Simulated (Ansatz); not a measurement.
# Al3GaN4 (Pm):V_Ga, thermodynamic levels from a 96-atom cell, part 2 of 2

Charge states of V_Ga in Al3GaN4 (Pm), set against the band edges. Model: a cell of 96 host atoms with 1 Ga taken out.

Ansatz; place-levels on PBEsol runs: charge-transition levels and formation energies with image-charge correction and potential alignment at the atomic sites.

So far: Set-up; Charge states; Placing the levels, PBEsol.

## 3. Placing the levels, PBEsol (continued)

Levels between the charges placed, in eV above the valence top:

```
        gap (eV)  (+1/0)  (0/−1)  (−1/−2)  (−2/−3)
PBEsol      3.48   -0.14    0.92     1.56     2.27
```

Corrections by state:

```
charge  moment (μB)  image terms and alignment (eV)  band filling (eV)                               ε used  over the lowest of its charge, as the program ranks them, band filling apart (eV)
    +1          2.0                          -0.094                  -  principal values (8.63, 8.67, 9.98)                                                                              0.000
     0          3.0                           0.000                  -                                    -                                                                              0.000
    −1          2.0                           0.482                  -  principal values (8.63, 8.67, 9.98)                                                                              0.000
    −2          1.0                           1.362                  -  principal values (8.63, 8.67, 9.98)                                                                              0.000
    −3          0.0                           2.653                  -  principal values (8.63, 8.67, 9.98)                                                                              0.000
    +1          0.0                          -0.132                  -  principal values (8.63, 8.67, 9.98)                                                                              0.461
     0          1.0                           0.000                  -                                    -                                                                              0.150
    −1          0.0                           0.490                  -  principal values (8.63, 8.67, 9.98)                                                                              0.319
```

The charged structures listed were also run neutral, and place-levels reads from each pair, by the potential or the spins, how wide the charge is by which they differ; that can be the carrier of either run.

```
charge  rms radius (Å)  spread where it is widest against the cell (Å)  wide from (Å)  reading
    +1             3.0                                            1.67           1.63     wide
    −1             2.9                                            1.95           1.63     wide
    −2             3.1                                            2.02           1.88     wide
    −3             3.1                                            1.80           1.63     wide
```

The neutral runs of these pairs need not share the spin of the lowest neutral state, and very wide values only mean spread over the cell.

From the program's caveats on the states, each cut to its opening words:

- charge +1 (2 μB): it parts from the run at its places by a charge that spreads by about 1.7 Å along one vector (1.6 Å or more is wide), by its potential at epsilon [4.99, 4.79, [...]
- charge +1 (2 μB): its displacements don't fall off away from the defect: farther atoms stand 0.01 Å off the host's places
- charge −1 (2 μB): it parts from the run at its places by a charge that spreads by about 1.9 Å along one vector (1.6 Å or more is wide), by its potential at epsilon [4.99, 4.79, [...]
- charge −2 (1 μB), −1: it parts from the run at its places by a charge that spreads by about 2 Å along one vector (1.9 Å or more is wide), by its potential at epsilon [4.99, 4.79, [...]
- charge −3: it parts from the run at its places by a charge that spreads by about 1.8 Å along one vector (1.6 Å or more is wide), by its potential at epsilon [4.99, 4.79, [...]
- charge +1: it parts from the run at its places by a charge that spreads by about 2.4 Å along one vector (1.6 Å or more is wide), by its potential at epsilon [4.99, 4.79, [...]
- charge +1: its displacements don't fall off away from the defect: farther atoms stand 0.011 Å off the host's places

Chemical potentials of the elements' reference phases, run alike. Formation energies (elemental references), with the Fermi level at the valence top and at the conduction bottom (gap 3.48 eV):

```
charge  at valence top (eV)  at conduction bottom (eV)  correction included (eV)
    +1                 7.88                      11.36                     -0.09
     0                 7.75                       7.75                      0.00
    −1                 8.66                       5.19                      0.48
    −2                10.22                       3.27                      1.36
    −3                12.49                       2.06                      2.65
```

| Fermi level (eV) | lowest formation energy (eV) |
| --- | --- |
| 0.00 | 7.75 |
| 0.32 | 7.75 |
| 0.63 | 7.75 |
| 0.95 | 7.72 |
| 1.26 | 7.40 |
| 1.58 | 7.06 |
| 1.90 | 6.43 |
| 2.21 | 5.79 |
| 2.53 | 4.91 |
| 2.85 | 3.96 |
| 3.16 | 3.01 |
| 3.48 | 2.06 |

## 4. place-levels, r2SCAN

r2SCAN on the same structure is run to see how far the result rests on the functional, though not on the errors that semilocal functionals share; the sampling changes too, to one point at (¼, ¼, ¼), so differences hold both changes.

Input file qm3.r2scan/input.yaml:

```yaml
crystal:
  checkpoint: "../qm3.relax.run"
  host: checkpoint
total_charge: -3
basis:
  ecutwfc: 500
  xc_grid: 2
hamiltonian:
  xc: r2scan
kpoints:
  mp_grid: { grid: [1, 1, 1], shift: [0.25, 0.25, 0.25] }
scf:
  occupations: { method: fermi_dirac, width: 0.01 }
  max_iter: 100
output:
  forces: true
  eigenvalues: true
  charged_corrections:
    epsilon: [4.99, 4.79, 4.8]
    static_epsilon: [9.98, 8.63, 8.67]
    defect_position: [0.74971, 0.666667, 0.333101]
  eigenstates: { localisation: true }
  populations: true
checkpoint:
  write: "../qm3.r2scan.run"
  compress: false
  write_wavefunctions: false
  write_every: 100000
```

Run time: 53 s. Hardware: 4 threads of Arm Neoverse V2, shared host; peak memory 2.7 GiB; 3.4 min of CPU time.

Input file levels.r2scan.yaml:

```yaml
host:
  run: host.r2scan.run
  levels_from: { run: edges.r2scan.run }
states: [qm3.r2scan.run, qm2_M1.r2scan.run, qm1.r2scan.run, qm1_M2.r2scan.run, q0_M1.r2scan.run, q0_M3.r2scan.run, qp1.r2scan.run, qp1_M2.r2scan.run]
geometry_from:
  qm3.r2scan.run: qm3.relax.run
  qm2_M1.r2scan.run: qm2_M1.relax.run
  qm1.r2scan.run: qm1.relax_smeared.run
  qm1_M2.r2scan.run: qm1_M2.relax.run
  q0_M1.r2scan.run: q0_M1.relax.run
  q0_M3.r2scan.run: q0_M3.relax.run
  qp1.r2scan.run: qp1.relax.run
  qp1_M2.r2scan.run: qp1_M2.relax.run
  host.r2scan.run: host.relax.run
chemical_potentials:
  Ga:
    energy: -3790.266927
    dataset: "<sha256 of the dataset>"
```

Run with:

```bash
$ ansatz place-levels levels.r2scan.yaml -- --threads 4 --pin off --max-ram 14131MiB
```

What it wrote:

```text
Error: geometry_from (host.relax.run): name the neutral relaxation on whose last places the host stands, to 0.0002 Å
```

It took 0.04 s on 4 threads.

The program refused the input before any cycle.

The program's message: “Error: geometry_from (host.relax.run): name the neutral relaxation on whose last places the host stands, to 0.0002 Å”

## 5. Another choice

The levels are placed again with one choice changed, to see how much they rest on it.

levels.try0.yaml is levels.point.yaml with these lines changed:

```diff
-static_epsilon: [9.98, 8.63, 8.67]
+static_epsilon: [4.99, 4.79, 4.8]
```

Run with:

```bash
$ ansatz place-levels levels.try0.yaml -- --threads 4 --pin off --max-ram 14131MiB
```

What it wrote:

```text
(+1/0) 0.265 eV beneath the valence edge, in the valence band
(0/-1) 1.046 eV above the valence edge, 2.431 eV under the conduction edge
(-1/-2) 1.951 eV above the valence edge, 1.525 eV under the conduction edge
(-2/-3) 2.906 eV above the valence edge, 0.570 eV under the conduction edge
formation energy of charge +1: +8.010 eV with the Fermi level at the valence edge
formation energy of charge 0: +7.745 eV with the Fermi level at the valence edge
formation energy of charge -1: +8.791 eV with the Fermi level at the valence edge
formation energy of charge -2: +10.742 eV with the Fermi level at the valence edge
formation energy of charge -3: +13.648 eV with the Fermi level at the valence edge
vertical -3 to 0: no energy, since no alignment is typed
vertical -2 to 0: no energy, since no alignment is typed
vertical -1 to 0: no energy, since no alignment is typed
vertical -1 to 0: no energy, since no alignment is typed
vertical +1 to 0: no energy, since no alignment is typed
vertical +1 to 0: no energy, since no alignment is typed
[...]
[... the lines on each state left out ...]
```

The change: the electronic dielectric constant for relaxed ions.

Levels in eV above the valence top; the changed ones are not the defect's:

```
           gap (eV)  (+1/0)  (0/−1)  (−1/−2)  (−2/−3)
  changed      3.48   -0.26    1.05     1.95     2.91
as set up      3.48   -0.14    0.92     1.56     2.27
```

The largest shift is 0.63 eV.

## 6. What came out

- gap of the host: 3.48 eV (PBEsol)
- level (plus 1/0): 0.14 eV below the valence top
- level (0/minus 1): 0.92 eV above the valence top
- level (minus 1/minus 2): 1.56 eV above the valence top
- level (minus 2/minus 3): 2.27 eV above the valence top
- lowest of the charges placed, just above the valence top (0.02 eV): 0
- lowest of the charges placed, just below the conduction bottom (0.02 eV): −3
- lowest formation energy at mid-gap of the charges run, elemental references: 6.74 eV

Of the charges placed (−3, −2, −1, 0 and +1), the lowest changes at 0.92 eV (0/−1), 1.56 eV (−1/−2) and 2.27 eV (−2/−3) above the valence top, in a gap of 3.48 eV. (−2/−3) lies nearer to a band edge than the share of the finite-size correction in it (1.29 eV), and that correction holds for a localised charge alone. (+1/0) lies 0.14 eV from a band edge, less than the doubt on such levels. Charges below −3 were not placed, so these runs say nothing of levels that involve them. States placed: +1 at 2 μB and 0 μB; 0 at 3 μB and 1 μB; −1 at 2 μB and 0 μB; −2 at 1 μB; −3 at 0 μB. Other spin states or structures, where not listed, weren't placed. Corrections reach 2.7 eV, so the cell is small for these charges and their levels are rough. Limits: PBEsol makes the gap too small and tends to spread out bound carriers; where a gas molecule sets a chemical potential or the host's formation energy, its binding is uncorrected.

[Logs are printed without paths, hosts, clocks, repeated set-up lines and the standing remarks that a program may print on its own settings, such as how far it seeks lower states.]

[Hosts, paths, dates, database ids (printed as entryN), source tags and the programs' standing remarks are cut or masked in the printed files.]

[Where a table of states has a column of steps, it counts the stored structures, which are thinned; the runs took as many ionic steps or more.]

[A defect's name tells the site on which it was built; relaxed atoms can leave that site.]

[For some hosts the program warned that the k-mesh of the response run may be too coarse for force constants and the static dielectric constant; such warnings are not shown here.]
